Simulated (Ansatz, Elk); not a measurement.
# How far do independent atoms describe Ag2H2Pd?

The structure of Ag2H2Pd used here is made up (a known structure type with other elements) and was relaxed beforehand with PBEsol. The aim is the Fourier transform of its all-electron density, F(hkl), set beside the sum over free spherical atoms that refinements use.

Calculated with Elk 11.2.3 (patched build); DFT, PBE, all-electron APW+lo, Dirac cores, scalar-relativistic bands, static density, no spin.

The structure was built from a prototype and need not be the compound's stable phase.

## Step 1: Set-up

Symmetry: I4/mmm, No. 139, tetragonal system. Conventional cell: a = 3.149 Å, b = 3.149 Å, c = 11.043 Å, α = 90.00°, β = 90.00°, γ = 90.00°. Ag has 5 H at 2.05 to 2.23 Å nearest. Nearest to Pd lie 2 H at 1.71 Å. Nearest to H lie 1 Pd at 1.71 Å and 5 Ag at 2.05 to 2.23 Å. Farther neighbours are not listed.

Structure file:

```cif
data_structure
_symmetry_space_group_name_H-M 'I4/mmm'
_symmetry_Int_Tables_number 139
_cell_length_a 3.1486
_cell_length_b 3.1486
_cell_length_c 11.0431
_cell_angle_alpha 90.000
_cell_angle_beta 90.000
_cell_angle_gamma 90.000
_cell_volume 109.48
loop_
_atom_site_label
_atom_site_type_symbol
_atom_site_symmetry_multiplicity
_atom_site_Wyckoff_symbol
_atom_site_fract_x
_atom_site_fract_y
_atom_site_fract_z
_atom_site_occupancy
Ag1 Ag 4 e 0.00000 0.00000 0.34062 1
Pd1 Pd 2 a 0.00000 0.00000 0.00000 1
H1 H 4 e 0.00000 0.00000 0.15481 1
```

## Step 2: Ground state and structure factors

An all-electron density is needed, since X-rays see the cores too. Task 0 finds the density and task 195 Fourier-transforms it; tshift is off so that phases refer to the origin typed.

File elk.in:

```
tasks
  0
  195

xctype
  20

spinpol
  .false.

rgkmax
  7.0

gmaxvr
  14.0

lmaxo
  7

lmaxapw
  8

swidth
  0.002

tshift
  .false.

ramdisk
  .false.

hmaxvr
  5.5

maxscl
  120

epspot
  1e-06

sppath
  './'

avec
  -2.97501153057 2.97501153057 10.43418036172
  2.97501153057 -2.97501153057 10.43418036172
  2.97501153057 2.97501153057 -10.43418036172

atoms
  3
  'Ag.in'
  2
  0.3406156156 0.3406156156 -0.0000000000   0.000000 0.000000 0.000000
  0.6593843844 0.6593843844 -0.0000000000   0.000000 0.000000 0.000000
  'Pd.in'
  1
  -0.0000000000 -0.0000000000 0.0000000000   0.000000 0.000000 0.000000
  'H.in'
  2
  0.1548077865 0.1548077865 -0.0000000000   0.000000 0.000000 0.000000
  0.8451922135 0.8451922135 -0.0000000000   0.000000 0.000000 0.000000

ngridk
  10 10 10
```

Launch:

```
$ OMP_NUM_THREADS=4 elk
```

Numbers of over 12 decimals in the logs are rounded to 6 here.

The program printed:

```text
┌─────────────────────────┐
│ Elk code version 11.2.3 │
└─────────────────────────┘

All units are atomic (Hartree, Bohr, etc.)

┌─────────────────────────────────────────────────┐
│ Ground-state run starting from atomic densities │
└─────────────────────────────────────────────────┘

Lattice vectors :
  -2.975011531       2.975011531       10.43418036
   2.975011531      -2.975011531       10.43418036
   2.975011531       2.975011531      -10.43418036

Reciprocal lattice vectors :
 -0.1688673770E-16   1.055993438      0.3010866733
   1.055993438     -0.1688673770E-16  0.3010866733
   1.055993438       1.055993438     -0.1274536399E-16

Unit cell volume      :    369.3989337
Brillouin zone volume :   0.6714968313

Muffin-tin inner radius fraction :   0.1000000000E-01

Nuclei treated as point charges

Species : 1 (Ag)
 parameters loaded from : Ag.in
 name : silver
 nuclear charge    :   -47.00000000
 electronic charge :    47.00000000
 atomic mass :    196631.6998
 muffin-tin radius :    2.600000000
 number of radial points in muffin-tin :   1193
 inner part over the whole radius :   0.9869554211E-02
 number on inner part of muffin-tin    :    849
 approximate nuclear radius :   0.8648227117E-04
 number of mesh points to nuclear radius :    425
 atomic positions (lattice), magnetic fields (Cartesian) :
  1 :   0.34061562  0.34061562  0.00000000    0.00000000  0.00000000  0.00000000
  2 :  -0.34061562 -0.34061562  0.00000000    0.00000000  0.00000000  0.00000000

Species : 2 (Pd)
 parameters loaded from : Pd.in
 name : palladium
 nuclear charge    :   -46.00000000
 electronic charge :    46.00000000
 atomic mass :    193991.7927
 muffin-tin radius :    2.067380075
 number of radial points in muffin-tin :    993
 inner part over the whole radius :   0.9970494298E-02
 number on inner part of muffin-tin    :    703
 approximate nuclear radius :   0.8586907259E-04
 number of mesh points to nuclear radius :    358
 atomic positions (lattice), magnetic fields (Cartesian) :
  1 :   0.00000000  0.00000000  0.00000000    0.00000000  0.00000000  0.00000000

Species : 3 (H)
 parameters loaded from : H.in
 name : hydrogen
 nuclear charge    :   -1.000000000
 electronic charge :    1.000000000
 atomic mass :    1837.362221
 muffin-tin radius :    1.113204656
 number of radial points in muffin-tin :    393
 inner part over the whole radius :   0.9817267936E-02
 number on inner part of muffin-tin    :    256
 approximate nuclear radius :   0.2766748019E-04
 number of mesh points to nuclear radius :     79
 atomic positions (lattice), magnetic fields (Cartesian) :
  1 :   0.15480779  0.15480779  0.00000000    0.00000000  0.00000000  0.00000000
  2 :  -0.15480779 -0.15480779  0.00000000    0.00000000  0.00000000  0.00000000

Total number of atoms per unit cell :    5
Total muffin-tin volume :    195.8139138
 ratio of muffin-tin to unit cell volume :   0.5300879238

Spin treatment :
 spin-unpolarised

Number of Bravais lattice symmetries :   16
Number of crystal symmetries         :   16
Crystal has inversion symmetry
Real symmetric eigensolver will be used

k-point grid :     10    10    10
k-point offset :    0.000000000       0.000000000       0.000000000
k-point set is reduced with full crystal symmetry group
Total number of k-points :      102

Muffin-tin radius times maximum |G+k| :    7.000000000
 using average radius
Maximum |G+k| for APW functions       :    3.686620650
Maximum (1/2)|G+k|²                   :    6.795585907
Maximum |G| for potential and density :    14.00000000
Constant for pseudocharge density :    9
 order of it for each species :   16  16  12
 order of it for pair densities of each species (exact exchange by exxq0 0: 17) :   16  12   3
Radial integration step length :    1

G-vector grid sizes :     54    54    54
Number of G-vectors :    17123

Maximum angular momentum used for
 APW functions            :    8
 outer part of muffin-tin :    7
 inner part of muffin-tin :    2

Total nuclear charge    :   -142.0000000
[...]
Estimated direct band gap   :   0.4807416256E-02
 at k-point 35

Charges :
 core                        :    84.00000000
 valence                     :    58.00000000
 interstitial                :    6.129995700
 muffin-tins (core leakage)
  species : 1 (Ag)
   atom 1                    :    46.02850699     ( -0.3322281330E-06)
   atom 2                    :    46.02850699     ( -0.3322281330E-06)
  species : 2 (Pd)
   atom 1                    :    42.54690328     (  0.9895442687E-07)
  species : 3 (H)
   atom 1                    :   0.6330435162     (   0.000000000    )
   atom 2                    :   0.6330435162     (   0.000000000    )
 total in muffin-tins        :    135.8700043
 total calculated charge     :    141.9980524
 total charge                :    142.0000000
 error                       :   0.1947586564E-02

RMS change in Kohn-Sham potential (target) :    23.60576486     (  0.1000000000E-05)
Absolute change in total energy (target)   :   0.1280692708     (  0.1000000000E-03)

[... loops 3 to 30 left out ...]

┌──────────────────┐
│ Loop number : 31 │
└──────────────────┘

Energies :
 Fermi                       :     0.306370
 sum of occupied eigenvalues :     -9377.1867379112
 electron kinetic            :      16398.288590726
 core electron kinetic       :      15831.797575293
 Coulomb                     :     -31637.141596250
 Coulomb potential           :     -25196.341740122
 nuclear-nuclear             :     -1906.7930216149
 electron-nuclear            :     -34315.395369400
 Hartree                     :      4585.0467947650
 Madelung                    :     -19038.970726189
 xc potential                :     -579.13358851463
 exchange                    :     -436.36097917842
 correlation                 :     -7.585594
 electron entropic           :    -0.26943624512936E-03
 total energy                :     -15682.799847776

Density of states at Fermi energy :    19.54042705
 (states/Hartree/unit cell)

Estimated indirect band gap :   0.2883707142E-02
 from k-point 78 to k-point 29
Estimated direct band gap   :   0.8834318626E-02
 at k-point 29

Charges :
 core                        :    84.00000000
 valence                     :    58.00000000
 interstitial                :    5.370530556
 muffin-tins (core leakage)
  species : 1 (Ag)
[...]
species : 2 (Pd)
[...]
species : 3 (H)
   atom 1                    :   0.5238945178     (   0.000000000    )
   atom 2                    :   0.5238945178     (   0.000000000    )
 total in muffin-tins        :    136.6294694
 total calculated charge     :    141.9984236
 total charge                :    142.0000000
 error                       :   0.1576380977E-02

RMS change in Kohn-Sham potential (target) :   0.4805044989E-06 (  0.1000000000E-05)
Absolute change in total energy (target)   :   0.4345602065E-06 (  0.1000000000E-03)

Convergence targets achieved

┌──────────────────┐
│ Loop number : 32 │
└──────────────────┘

Energies :
 Fermi                       :     0.306370
 sum of occupied eigenvalues :     -9377.1867380240
 electron kinetic            :      16398.288590679
 core electron kinetic       :      15831.797575259
 Coulomb                     :     -31637.141596296
 Coulomb potential           :     -25196.341740092
 nuclear-nuclear             :     -1906.7930216149
 electron-nuclear            :     -34315.395369529
 Hartree                     :      4585.0467948476
 Madelung                    :     -19038.970726250
 xc potential                :     -579.13358861054
 exchange                    :     -436.36097918143
 correlation                 :     -7.585594
 electron entropic           :    -0.26943624064464E-03
 total energy                :     -15682.799847873

Density of states at Fermi energy :    19.54042668
 (states/Hartree/unit cell)

Estimated indirect band gap :   0.2883707589E-02
 from k-point 78 to k-point 29
Estimated direct band gap   :   0.8834318966E-02
 at k-point 29

Charges :
 core                        :    84.00000000
 valence                     :    58.00000000
 interstitial                :    5.370530554
 muffin-tins (core leakage)
  species : 1 (Ag)
   atom 1                    :    46.00693459     ( -0.3322669251E-06)
   atom 2                    :    46.00693459     ( -0.3322669251E-06)
  species : 2 (Pd)
   atom 1                    :    43.56781123     (  0.7001944624E-07)
  species : 3 (H)
   atom 1                    :   0.5238945173     (   0.000000000    )
   atom 2                    :   0.5238945173     (   0.000000000    )
 total in muffin-tins        :    136.6294694
 total calculated charge     :    141.9984236
 total charge                :    142.0000000
 error                       :   0.1576380978E-02

┌──────────────────────────────┐
│ Self-consistent loop stopped │
└──────────────────────────────┘

Wrote STATE.OUT
```

It took 2.1 min on 4 threads of Intel Xeon Platinum 8488C (Sapphire Rapids), shared host; peak memory 0.23 GiB.

SFACRHO.OUT:

```text

h k l indices transformed by vhmat matrix:
   1.000000000       0.000000000       0.000000000    
   0.000000000       1.000000000       0.000000000    
   0.000000000       0.000000000       1.000000000    

      h      k      l  multipl.   |H|            Re(F)            Im(F)           |F|

      0      0      0      1   0.0000000       142.00000      0.22393195E-15   142.00000    
      1      1     -1      2  0.60217335       5.7087486     -0.40050313E-16   5.7087486    
     -1      0      1      8   1.0980780      -3.4001854      0.20025156E-15   3.4001854    
      2      2     -2      2   1.2043467      -13.538173      0.23028930E-15   13.538173    
     -1     -2      2      8   1.3896045       109.55674     -0.32540879E-16   109.55674    
     -1      1      0      4   1.4934002       109.41431     -0.18514679E-15   109.41431    
      0     -2      1      8   1.6102351       4.4567786      0.19023899E-15   4.4567786    
     -3     -3      3      2   1.8065200       98.738131      0.39049055E-15   98.738131    
     -3     -2      2      8   1.8388724       13.204929      0.13016352E-15   13.204929    
     -2     -2      1      8   1.9185138      -11.222756     -0.20025156E-16   11.222756    
     -1      1     -1      4   2.1119869       93.994614     -0.98174731E-17   93.994614    
     -2      0      0      8   2.1961560       3.9829761      0.22027672E-15   3.9829761    
      3      3     -4      8   2.3438769       86.793446     -0.14418113E-14   86.793446    
     -4     -3      3      8   2.3573562      -15.089221      0.37046539E-15   15.089221    
      2     -1     -1     16   2.3803915      -2.9256303     -0.70088047E-16   2.9256303    
      4      4     -4      2   2.4086934       19.486892     -0.11013836E-15   19.486892    
      1      3     -3      8   2.4312424      -9.7683572      0.20025156E-15   9.7683572    
      2      1      0     16   2.5281395       84.140725      0.50062891E-16   84.140725
```

Elk indexes on the primitive cell of elk.in and gives |H| = 4π sin θ/λ in inverse bohr. Below, one row stands for each form hkl of the conventional cell (m members, Friedel mates merged), F is for one primitive cell and the density is static (no thermal factor). Free-atom factors are Waasmaier and Kirfel's, and R is Σm||F|−|F'||/Σm|F|.

| hkl | m | sin θ/λ (Å⁻¹) | abs F, DFT | neutral atoms | diff. |
| --- | --- | --- | --- | --- | --- |
| 002 | 2 | 0.091 | 5.709 | 5.816 | -0.107 |
| 101 | 8 | 0.165 | 3.400 | 3.309 | +0.091 |
| 004 | 2 | 0.181 | 13.538 | 13.376 | +0.163 |
| 103 | 8 | 0.209 | 109.557 | 110.353 | -0.796 |
| 110 | 4 | 0.225 | 109.414 | 109.958 | -0.544 |
| 112 | 8 | 0.242 | 4.457 | 4.607 | -0.150 |
| 006 | 2 | 0.272 | 98.738 | 98.970 | -0.232 |
| 105 | 8 | 0.277 | 13.205 | 13.295 | -0.090 |
| 114 | 8 | 0.288 | 11.223 | 11.153 | +0.070 |
| 200 | 4 | 0.318 | 93.995 | 94.091 | -0.096 |
| 202 | 8 | 0.330 | 3.983 | 4.016 | -0.033 |
| 116 | 8 | 0.352 | 86.793 | 86.667 | +0.127 |
| 107 | 8 | 0.354 | 15.089 | 15.199 | -0.110 |
| 211 | 16 | 0.358 | 2.926 | 2.926 | -0.001 |

## Step 3: The highest occupied states alone

An energy window below the Fermi level keeps the highest occupied states, to see at which angles they scatter; shallow core shells can lie inside it and anion s states outside. No new self-consistency is needed.

elk.in, as its differences from that of step 2:

```diff
@@ -1,3 +1,2 @@
 tasks
-  0
   195
@@ -40,2 +39,5 @@
 
+wsfac
+  -0.134620 0.606370
+
 sppath
```

Launch:

```
$ OMP_NUM_THREADS=4 elk
```

The program printed:

```text
┌─────────────────────────────────┐
│ Elk code version 11.2.3 started │
└─────────────────────────────────┘

Info(readinput): the functional depends on the density's gradient
 muffin-tin radial points multiplied by    2.00000
 (not where nrmtscf is given)

┌────────────────────┐
│ Current task : 195 │
└────────────────────┘
Info(checkmt): changed muffin-tin radius of species 2 (Pd) from   2.6000 to   2.0674
Info(checkmt): changed muffin-tin radius of species 3 (H) from   1.4000 to   1.1132

Info(sfacrho): density structure factors written to SFACRHO.OUT

 Energy window :  -0.1346200000      0.6063700000

┌──────────────────┐
│ Elk code stopped │
└──────────────────┘
```

Wall time 5.5 s (4 threads); peak memory 0.16 GiB.

States within 12 eV below the Fermi level hold 34.00 electrons; any levels below the window count with the cores. Their amplitudes can exceed the total, where window and core parts have opposite phase:

| hkl | sin θ/λ (Å⁻¹) | abs F, window | abs F, all |
| --- | --- | --- | --- |
| 002 | 0.091 | 0.043 | 5.709 |
| 101 | 0.165 | 0.612 | 3.400 |
| 004 | 0.181 | 3.385 | 13.538 |
| 103 | 0.209 | 12.256 | 109.557 |
| 110 | 0.225 | 12.834 | 109.414 |
| 112 | 0.242 | 0.429 | 4.457 |
| 006 | 0.272 | 8.745 | 98.738 |
| 105 | 0.277 | 0.679 | 13.205 |
| 114 | 0.288 | 1.845 | 11.223 |
| 200 | 0.318 | 5.989 | 93.995 |

[end of part 1 of 2]

[Logs are printed without paths, hosts, clocks, repeated set-up lines and the standing remarks that a program may print on its own settings, such as how far it seeks lower states.]

[Hosts, paths, dates, database ids (printed as entryN), source tags and the programs' standing remarks are cut or masked in the printed files.]
